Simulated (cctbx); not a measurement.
## Which space group?

Cell: a = 13.9130 Å, b = 12.4240 Å, c = 7.4520 Å, α = 90.00°, β = 90.00°, γ = 90.00°. Expected content of the cell: I24 Te4.

Simulated single-crystal data (cctbx): Mo Kα, λ = 0.71073 Å, to d = 0.6 Å, 50 % of the full sphere, strongest reflection 70000 counts, noise from counting, a 3 % proportional error and a noise floor of 8 counts (s.d.); no absorption.

A first pass over the reflections prints:

```text
12533 reflections to d = 0.600 A
centring   violations  <I/sigma> of those
    A       3966 of  6284     10.0
    B       3855 of  6353     10.0
    C       4217 of  6325     10.5
    I       4173 of  6323     10.6
    R       5368 of  8315     10.3
    F       6019 of  9481     10.2
Laue class    unique    Rint  (classes that these axes allow; Friedel mates merged)
P -1             9309   0.026
P 1 2/m 1        5978   0.029
P 1 1 2/m        6042   0.029
P 2/m 1 1        5957   0.029
P m m m          3472   0.032
space group    extra absences  I>4sigma  <I/sigma>
P 2 2 2                 0          0         -  acentric
P 2 2 21                6          0      -0.0  acentric
P 21 2 2               18          0      -0.3  acentric
P 2 21 2               11          0      -0.5  acentric
P 21 21 2              29          0      -0.4  acentric
P 2 21 21              17          0      -0.3  acentric
P 21 2 21              24          0      -0.3  acentric
P 21 21 21             35          0      -0.3  acentric
P m m 2                 0          0         -  acentric
P 2 m m                 0          0         -  acentric
P m 2 m                 0          0         -  acentric
P 21 m a              366          0      -0.0  acentric
P m 2 a               366          0      -0.0  acentric
P n m 21              205          0      -0.0  acentric
P n 21 m              205          0      -0.0  acentric
P n 21 a              571          0      -0.0  acentric
P m m m                 0          0         -  centric
P m m a               366          0      -0.0  centric
P n m m :1            205          0      -0.0  centric
P n m m :2            205          0      -0.0  centric
P n m a               571          0      -0.0  centric
Wilson B = 1.48 A^2   <|E^2-1|> = 1.013 (0.968 centric, 0.736 acentric)   E^2>4: 4.6 %
shell (A)         n   <I/sigma>
13.92 - 1.20    480     25.8
 1.20 - 0.95    441     23.5
 0.95 - 0.83    428     21.6
 0.83 - 0.76    434     16.8
 0.76 - 0.70    425     15.6
 0.70 - 0.66    417     12.3
 0.66 - 0.63    409     11.1
 0.63 - 0.60    438     11.1
```

Q: Read the symmetry from these tables.

Every centring test has many violations, so the lattice is primitive.

Rint stays low (0.026 to 0.032) up to P m m m, the highest class in these axes.

21 settings pass the absence test. The most absences obeyed, 571, belong to P n 21 a and P n m a, which absences can't tell apart.

⟨|E²−1|⟩ = 1.013 leans to a centrosymmetric structure. The Wilson B of 1.48 Å² means U ≈ 0.0187 Å².

The true group is Pnma (no. 62), Laue class mmm, centrosymmetric. The tables only narrow the choice to the tied entries; cell content, site symmetry and trial solutions must settle it.

The model was made for the exercise: a known structure type with other elements put in, its volume estimated, not relaxed; displacement parameters are assumed.

[Logs are printed without paths, hosts, clocks, repeated set-up lines and the standing remarks that a program may print on its own settings, such as how far it seeks lower states.]
